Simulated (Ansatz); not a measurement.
# amorphous Si: which shell does photoemission see at 21.2 and 1486.7 eV? (LDA)

The valence band of amorphous Si mixes several shells. Work out by hand which one leads the spectrum's area at each photon energy.

Filled states come from the projected DOS of Ansatz 0.2.0 (LDA, plane waves); cross sections σ and asymmetry parameters β are those of free atoms in a Dirac–Hartree–Slater calculation. A shell's area is states × σ × angular factor, which is 1 − β·P₂(cos θ)/2 for unpolarised light, with θ = 45° from the beam and P₂ = 0.250.

**At 21.2 eV** (states counted from 11.2 eV below the zero; other shells add 0 to the products' sum of 13.7):

| shell | filled states a cell | cross section (Mb an electron) | β | angular factor | product | share by hand (%) | share in the simulated spectrum (%) |
| --- | --- | --- | --- | --- | --- | --- | --- |
| Si 3s | 34.28 | 0.129 | 2.00 | 0.75 | 3.31 | 24 | 24 |
| Si 3p | 77.76 | 0.148 | 0.75 | 0.91 | 10.4 | 76 | 76 |

**At 1486.7 eV** (states counted from 14.8 eV below the zero; other shells add 0 to the products' sum of 0.0216):

| shell | filled states a cell | cross section (Mb an electron) | β | angular factor | product | share by hand (%) | share in the simulated spectrum (%) |
| --- | --- | --- | --- | --- | --- | --- | --- |
| Si 3s | 38.53 | 0.000534 | 2.00 | 0.75 | 0.0154 | 72 | 71 |
| Si 3p | 79.54 | 8.81e-05 | 1.00 | 0.88 | 0.00613 | 28 | 29 |

Si 3p leads at 21.2 eV and Si 3s at 1486.7 eV. Between the two energies σ of Si 3p changes by a factor 6.0e-4 and that of Si 3s by 0.0041, so their ratio moves 7.0-fold in favour of the second. The simulated spectrum uses the same rule on the energy-resolved DOS, so the two share columns agree within a few points.

Only crystals where the two columns agree within 4 points and the lead is clear are worked in this form. Free-atom cross sections ignore the solid's final states, no escape depth or background enters, and the count of states a shell hangs on the projection.
